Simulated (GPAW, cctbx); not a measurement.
## Be3Cu2W3Au: what bonding does to one electron reflection, worked out

Be3Cu2W3Au, P-62m (no. 189), a = 5.7320 Å, b = 5.7320 Å, c = 4.0806 Å, α = 90.00°, β = 90.00°, γ = 120.00°.

```csv
atom,mult.,x,y,z
Au1,1,0,0,0
W1,3,0.5189,0,0
Cu1,2,2/3,1/3,1/2
Be1,3,0.7615,0.7615,1/2
```

The cell comes from substitution in a known structure type and wasn't matched to any measured phase.

A DFT run (GPAW, PBE, 450 eV, 6×5×5 k-points (along the axes of the calculation cell), Fermi–Dirac width 0.1 eV) gives the static X-ray structure factor of 101 as 27.831 e for the conventional cell; superposed free atoms give 28.272 e. **Problem.** Find the Fourier component V of the crystal potential and the two-beam extinction distance at 200 kV in both cases.

## 1. Geometry

The cell volume is Ω = 116.11 Å³ and d(101) = 3.1523 Å, so g = 1/d = 0.3172 Å⁻¹.

## 2. The nuclei

Electrons feel nuclei as well as electrons, so the nuclear charges are summed with the same phases.

Phase sums Σ exp(2πi h·x), turned so that the total is real and positive: Au +1.000, W -0.986, Cu +1.000, Be -1.144. Then F_Z = 79 × (+1.000) + 74 × (-0.986) + 29 × (+1.000) + 4 × (-1.144) = 30.46 e. The electron term has the same sign for this reflection.

## 3. Mott–Bethe

Poisson's equation, term by term, gives V = (e/4πε₀)(F_Z − F)/(πΩg²), with e/4πε₀ = 14.3996 V Å.

The prefactor is 14.3996 × 3.1523²/(π × 116.11) = 0.39228 V per electron. Free atoms: (30.46 − 28.272) × 0.39228 = 0.859 V. Crystal: (30.46 − 27.831) × 0.39228 = 1.032 V. F changes by -1.56 % and V by +20.1 %: the same 0.44 e is measured against F_Z − F = 2.2 e in place of F = 28.3 e.

## 4. Extinction distance

In the two-beam case ξ = 1/(λU) with U = 2γm₀eV/h², that is ξ = 150.41 V Å²/(γλV).

At 200 kV, λ = 0.02508 Å and γ = 1.3914. Free atoms: ξ = 5020 Å. Crystal: ξ = 4178 Å. The thickness fringes go as sin²(πt/ξ), so the two patterns slip by a quarter of a period when t|1/ξ₁ − 1/ξ₀| = 1/4, at t ≈ 623 nm. Thermal motion, absorption and many-beam coupling, left out here, change a real pattern.

## 5. Answer

V(101) is 1.03 V against 0.86 V, and ξ is 4178 against 5020 Å. Limits: static atoms, two beams.

[Outputs are excerpts: Python notices, other lines and further rows are left out; steps that failed or that the build refused (PBEsol, TPSS) are not shown.]

[Logs are printed without paths, hosts, clocks, repeated set-up lines and the standing remarks that a program may print on its own settings, such as how far it seeks lower states.]
